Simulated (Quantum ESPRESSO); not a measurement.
# Wannier-interpolated electron–phonon scattering in Mo (Im-3m), part 5 of 5

Wanted: λ, Tc and ρ(T) of Mo (Im-3m) from Quantum ESPRESSO and EPW.

Quantum ESPRESSO 7.5; DFT PBEsol, scalar-relativistic, plane waves, PseudoDojo 0.4.1 norm-conserving pseudopotentials.

So far, coupling constant λ: step 8 (coupling and Tc: fine k 20×20×20, q 10×10×10, width 0.15 eV, window 0.61 eV) 0.417; step 12 (coupling and Tc: fine k 32×32×32, q 16×16×16, width 0.1 eV, window 0.41 eV) 0.496. Also resistivity at 300 K (μΩ cm): step 9 (resistivity: fine k 24×24×24, q 12×12×12, adaptive width …) 5.08; step 10 (fine q mesh 8×8×8, fine mesh 8×8×8) 2.79; step 11 (fine q mesh 16×16×16, fine mesh 32×32×32) 3.75.

## (13) Resistivity: fine k 40×40×40, q 20×20×20, adaptive width, window 0.32 eV

At these temperatures only states within a few k_B T of the Fermi level carry current, so the mesh must be dense; it is refined.

bte-3.in reads:

```
--
 &inputepw
    prefix='x',
    outdir='./tmp',
    dvscf_dir='./save',
    elph=.true.,
    etf_mem=1,
    nbndsub=9,
    bands_skipped='exclude_bands = 1-4',
    use_ws=.true.,
    vme='wannier',
    asr_typ='crystal',
    nk1=8,
    nk2=8,
    nk3=8,
    nq1=4,
    nq2=4,
    nq3=4,
    amass(1)=95.95,
    epwwrite=.false.,
    epwread=.true.,
    wannierize=.false.,
    nkf1=40,
    nkf2=40,
    nkf3=40,
    nqf1=20,
    nqf2=20,
    nqf3=20,
    mp_mesh_k=.true.,
    scattering=.true.,
    iterative_bte=.true.,
    epmatkqread=.false.,
    assume_metal=.true.,
    int_mob=.false.,
    carrier=.false.,
    ngaussw=-99,
    mob_maxiter=200,
    broyden_beta=0.7,
    fsthick=0.32,
    degaussw=0.0,
    nstemp=6,
    temps=150 200 273 300 400 500,
    restart=.false.,
    selecqread=.false.,
 /
```

Run with:

```sh
$ OMP_NUM_THREADS=1 mpirun -n 8 epw.x -nk 8 -in bte-3.in > bte-3.out
```

What it wrote:

```text
[the first part of the log is left out]
     =============================================================================================
     Start solving iterative Boltzmann Transport Equation
     =============================================================================================
     Iteration number:         1
     =============================================================================================
       Temp     Fermi        DOS        Population SR                 Conductivity
        [K]      [eV]    [states/Ry] [carriers per cell]               [Ohm.cm]^-1
     =============================================================================================
      150.000  21.7002   0.25918E+01  -0.11102E-15    0.317611E+06   -0.369843E-12   -0.129907E-11
                                       0.92981E-15   -0.114959E-11    0.317611E+06    0.166429E-11
                                       0.97838E-14    0.850638E-12   -0.545518E-12    0.317611E+06
      200.000  21.7004   0.25937E+01  -0.10686E-14    0.264219E+06   -0.128829E-11    0.285087E-12
                                      -0.48711E-14    0.149478E-12    0.264219E+06   -0.721193E-12
                                       0.57246E-14   -0.155334E-11    0.110645E-11    0.264219E+06
      273.000  21.7010   0.26705E+01  -0.14294E-14    0.209026E+06    0.138691E-12    0.667258E-12
                                       0.11449E-15    0.177216E-12    0.209026E+06   -0.114035E-12
                                       0.16202E-14    0.112494E-12   -0.568633E-12    0.209026E+06
      300.000  21.7012   0.27552E+01   0.80491E-15    0.193367E+06   -0.929230E-12   -0.106176E-11
                                       0.20296E-14   -0.858343E-12    0.193367E+06    0.781293E-12
                                      -0.46144E-15   -0.145009E-11    0.100936E-11    0.193367E+06
      400.000  21.7023   0.35333E+01   0.34694E-16    0.149697E+06    0.212660E-12   -0.422237E-12
                                       0.21302E-14    0.397581E-12    0.149697E+06   -0.194167E-12
                                      -0.83267E-16    0.323612E-12    0.924607E-14    0.149697E+06
      500.000  21.7033   0.46822E+01   0.96971E-15    0.120593E+06   -0.523944E-13    0.252726E-12
                                       0.26940E-14   -0.400663E-13    0.120593E+06   -0.204184E-12
                                      -0.71124E-15    0.523944E-13   -0.409909E-12    0.120593E+06
                                                      0.317611E+06    Max error
     [...]
     Iteration number:        24
     =============================================================================================
       Temp     Fermi        DOS        Population SR                 Conductivity
        [K]      [eV]    [states/Ry] [carriers per cell]               [Ohm.cm]^-1
     =============================================================================================
      150.000  21.7002   0.25918E+01  -0.31260E-14    0.325194E+06   -0.485419E-12    0.120199E-12
                                       0.10061E-15   -0.264283E-11    0.325194E+06    0.235775E-12
                                      -0.28103E-14    0.243480E-12   -0.372925E-12    0.325194E+06
      200.000  21.7004   0.25937E+01  -0.47393E-14    0.270117E+06   -0.443041E-12    0.937706E-12
                                       0.28380E-14    0.231152E-14    0.270117E+06    0.302038E-12
                                      -0.70707E-14    0.603306E-12    0.124668E-11    0.270117E+06
      273.000  21.7010   0.26705E+01  -0.25535E-14    0.213434E+06    0.642602E-12   -0.724275E-13
                                       0.24980E-14   -0.710406E-12    0.213434E+06   -0.382941E-12
                                       0.20782E-14    0.130986E-12   -0.131448E-11    0.213434E+06
      300.000  21.7012   0.27552E+01  -0.32552E-14    0.197386E+06    0.382171E-12   -0.189544E-12
                                      -0.41555E-14    0.520862E-12    0.197386E+06    0.220750E-12
                                       0.70950E-15   -0.405286E-12   -0.138229E-11    0.197386E+06
      400.000  21.7023   0.35333E+01  -0.21719E-14    0.152690E+06    0.135609E-12    0.348269E-12
                                       0.14364E-14    0.862967E-13    0.152690E+06    0.101707E-12
                                       0.70603E-15   -0.274300E-12   -0.101707E-12    0.152690E+06
      500.000  21.7033   0.46822E+01  -0.36256E-15    0.122935E+06   -0.684209E-12   -0.453057E-12
                                      -0.16497E-14   -0.560928E-12    0.122935E+06    0.267366E-12
                                      -0.33654E-15   -0.462303E-12    0.986247E-13    0.122935E+06
                                                      0.589876E-06    Max error
```

The job ended after 21 min (8 MPI ranks of Arm Neoverse N1, shared host; 2.8 h of CPU time).

This step gave:

```yaml
iterations: 24
resistivity_at_300_k: 5.066 μΩ cm
```

Resistivity, by row:

| T (K) | rho_xx (μΩ cm) | rho_yy | rho_zz | relaxation-time approximation, mean of the axes (μΩ cm) |
| --- | --- | --- | --- | --- |
| 150 | 3.075 | 3.075 | 3.075 | 3.189 |
| 200 | 3.702 | 3.702 | 3.702 | 3.873 |
| 273 | 4.685 | 4.685 | 4.685 | 4.935 |
| 300 | 5.066 | 5.066 | 5.066 | 5.344 |
| 400 | 6.549 | 6.549 | 6.549 | 6.929 |
| 500 | 8.134 | 8.134 | 8.134 | 8.615 |

ρ(300 K) = 5.07 μΩ cm, against 3.75 before (+35 %); the relaxation-time start gave 5.34. The largest adaptive width printed is 0.42 eV, against a window of 0.32 eV outside which no state is counted.

## (14) Coupling and Tc: fine k 32×32×32, q 16×16×16, width 0.05 eV, window 0.3 eV

The sum is repeated with other delta width and window to test it.

a2f-3.in reads:

```
--
 &inputepw
    prefix='x',
    outdir='./tmp',
    dvscf_dir='./save',
    elph=.true.,
    etf_mem=1,
    nbndsub=9,
    bands_skipped='exclude_bands = 1-4',
    use_ws=.true.,
    vme='wannier',
    asr_typ='crystal',
    nk1=8,
    nk2=8,
    nk3=8,
    nq1=4,
    nq2=4,
    nq3=4,
    amass(1)=95.95,
    epwwrite=.false.,
    epwread=.true.,
    wannierize=.false.,
    nkf1=32,
    nkf2=32,
    nkf3=32,
    nqf1=16,
    nqf2=16,
    nqf3=16,
    mp_mesh_k=.true.,
    ephwrite=.true.,
    eliashberg=.true.,
    liso=.true.,
    limag=.true.,
    tc_linear=.true.,
    tc_linear_solver='lapack',
    fsthick=0.3,
    degaussw=0.05,
    degaussq=0.5,
    nqstep=500,
    muc=0.13,
    wscut=0.3,
    nsiter=500,
    nstemp=7,
    temps=0.5 1.0 2.0 4.0 8.0 16.0 32.0,
 /
```

Run with:

```sh
$ OMP_NUM_THREADS=1 mpirun -n 8 epw.x -nk 8 -in a2f-3.in > a2f-3.out
```

What it wrote:

```text
[the first part of the log is left out]
            Electron smearing (eV) =    0.500000000000000D-01
                 Fermi window (eV) =    0.300000000000000D+00
     Finish writing .ephmat files
     ===================================================================
     Memory usage:  VmHWM =        48Mb
                   VmPeak =       524Mb
     ===================================================================
     Finish writing dos file x.dos
     Finish writing phdos files x.phdos and x.phdos_proj
     ===================================================================
     Solve isotropic Eliashberg equations
     ===================================================================
     Finish reading freq file
                  Fermi level (eV) =     2.1737931898E+01
     DOS(states/spin/eV/Unit Cell) =     3.0688475074E-01
            Electron smearing (eV) =     5.0000000000E-02
                 Fermi window (eV) =     3.0000000000E-01
     Nr irreducible k-points within the Fermi shell =       183 out of       897
           2 bands within the Fermi window
     Finish reading egnv file
     Max nr of q-points =       882
     Finish reading ikmap files
     Start reading .ephmat files
     Finish reading .ephmat files
     a2f file is not found to estimate initial gap: calculating a2f files
     Finish reading a2f file
     Electron-phonon coupling strength =    0.4690054
     Estimated Tc using McMillan expression =   1.4455 K for muc =   0.1300
     Estimated Tc using Allen-Dynes modified McMillan expression =   1.4683 K
     Estimated Tc using SISSO machine learning model =   1.5497 K
     Estimated w_log =  23.8455 meV
     Estimated BCS superconducting gap using McMillan Tc =   0.2192 meV
     WARNING WARNING WARNING
     The code may crash since tempsmax =   32.000 K is larger than McMillan Tc =     1.446 K
     Start: Solving (isotropic) linearized Eliashberg equation with solver = lapack
     For the first Temp.    0.50  K
       Total number of frequency points nsiw(     1) =   1108
       Cutoff frequency wscut =     0.3001
     Superconducting transition temp. Tc is the one which has Max. eigenvalue close to 1
      -----------------------------------------------------------------
             Temp.       Max.         nsiw     wscut    Nr. of iters
             (K)       eigenvalue    (itemp)   (eV)      to Converge
      -----------------------------------------------------------------
             0.50      1.5403604     1108      0.3001        1
             1.00      1.3099701      554      0.3002        1
             2.00      1.0810987      277      0.3005        1
             4.00      0.8546787      139      0.3021        1
             8.00      0.6311878       69      0.3010        1
            16.00      0.4143754       35      0.3075        1
            32.00      0.2089224       17      0.3032        1
      -----------------------------------------------------------------
     Finish: Solving (isotropic) linearized Eliashberg equation
```

It took 8.7 min on 8 MPI ranks.

This step gave:

| Quantity | Value |
| --- | --- |
| coupling constant λ | 0.4690 |
| log mean phonon energy ħω_log | 23.85 meV |

The a2F has structure finer than the step of the table below, so its rows give means over 2 meV, whole bins alone (the curve runs from 0.076 to 37.7 meV). Peaks (meV: height): 22.2: 0.530, 25.9: 0.527, 31.3: 0.406.

The a2F by phonon energy; means over each step:

```
phonon energy (meV)      a2F
                  2        0
                  4   6.5e-4
                  6  0.00164
                  8  0.00521
                 10  0.00673
                 12   0.0147
                 14   0.0255
                 16   0.0315
                 18   0.0867
                 20    0.285
                 22    0.471
                 24    0.446
                 26    0.451
                 28    0.382
                 30    0.308
                 32    0.308
                 34   0.0395
                 36   5.5e-5
```

λ = 0.469 and ħω_log = 23.8 meV, against 0.496 and 23.7 with fine k 32×32×32, q 16×16×16, width 0.1 eV (-5 % in λ). The eigenvalue passes 1 near 2.6 K.

## (15) Summary of results

- Wannier functions, band error: 9 functions; 5 meV r.m.s.
- coupling constant λ, fine k 32×32×32, q 16×16×16, width 0.1 eV, window 0.41 eV: 0.496
- ħω_log: 23.7 meV
- Tc at μ* = 0.13, Allen–Dynes: 2.0 K
- resistivity at 300 K, 24×24×24: 5.08 μΩ cm, unsound
- resistivity at 300 K, 32×32×32: 3.75 μΩ cm, unsound
- resistivity at 300 K, 40×40×40: 5.07 μΩ cm, unsound

**Reading.** Step 12: Distinct peaks of the a2F stand at 24.3 and 31.3 meV; the one at 24.3 meV is strongest. Step 14: Twice the integral of α²F/ω over this curve gives λ = 0.47, half of it from below 24.3 meV. Step 14: The most distinct maxima of the a2F lie at 22.2, 25.9 and 31.3 meV, the highest at 22.2 meV. On the finest meshes run, Mo (Im-3m) has λ = 0.50 and an unconverged phonon-limited resistivity of 5.07 μΩ cm at 300 K. The last refinement of the mesh moved the resistivity by 35 %, so the value is unsound: it shows how far such meshes scatter and no more. On the finest mesh the adaptive width still reaches 0.42 eV against a window of 0.32 eV; the window, which cuts off final states, was not widened. N(E_F) runs from 0.31 to 0.32 states/eV a spin over these sums; λ is quoted for fine k 32×32×32, q 16×16×16, width 0.1 eV, and it is not converged. The Eliashberg Tc is interpolated in log T between temperatures a factor of two apart, and its μ* acts up to a cut-off of 0.3 eV, so it weighs less than the same number in Allen and Dynes's formula. Over the sums on sound settings, λ spans 0.417 to 0.496, and the Allen–Dynes Tc 0.68 to 2.0 K. Between 150 and 500 K the resistivity rises by a factor of 2.65, against 3.33 for a straight line through the origin; phonon scattering should fall faster than that line on cooling, so the temperature dependence is not converged. The rows at 150, 200, 273, 300, 400 and 500 K moved by more than 10 % in the last refinement. Measured: resistivity: 5.52 μΩ cm at 300 K (at 300 K; handbook value for the pure polycrystalline metal; quoted in “CRC Handbook of Chemistry and Physics, 84th edition, Electrical Resistivity of Pure Metals”, 2003, CRC Press, section 12, read from Wikipedia's data page); the unsound value above is not graded against it. Measured: resistivity: 10.6 μΩ cm at 500 K (at 500 K; handbook value for the pure polycrystalline metal; quoted in “CRC Handbook of Chemistry and Physics, 84th edition, Electrical Resistivity of Pure Metals”, 2003, CRC Press, section 12, read from Wikipedia's data page); the unsound value above is not graded against it. The q mesh of ph.x (4×4×4), the k mesh and smearing of the ground state (12×12×12) and EPW's coarse k mesh (8×8×8) were not varied. Only scattering by harmonic phonons counts; impurities, grain boundaries and thermal expansion are left out, and μ* is typed.

Comparison with the measured values:

| quantity | measured | Allen–Dynes | Eliashberg |
| --- | --- | --- | --- |
| superconducting transition temperature (μ* = 0.13) (kelvin) | 0.9 | 1.98 (+119.6 %) | 3.23 (+259.1 %) |

Measured values from arxiv:2005.12835 (2020).

How well it matches: For the superconducting transition temperature, of the levels listed nearest comes Allen–Dynes (+119.6 %, a clear miss) and farthest Eliashberg (+259.1 %, a clear miss). Limits of convergence are named above.

[The logs of pw.x and epw.x are selected lines.]

[Logs are printed without paths, hosts, clocks, repeated set-up lines and the standing remarks that a program may print on its own settings, such as how far it seeks lower states.]

[Hosts, paths, dates, database ids (printed as entryN), source tags and the programs' standing remarks are cut or masked in the printed files.]
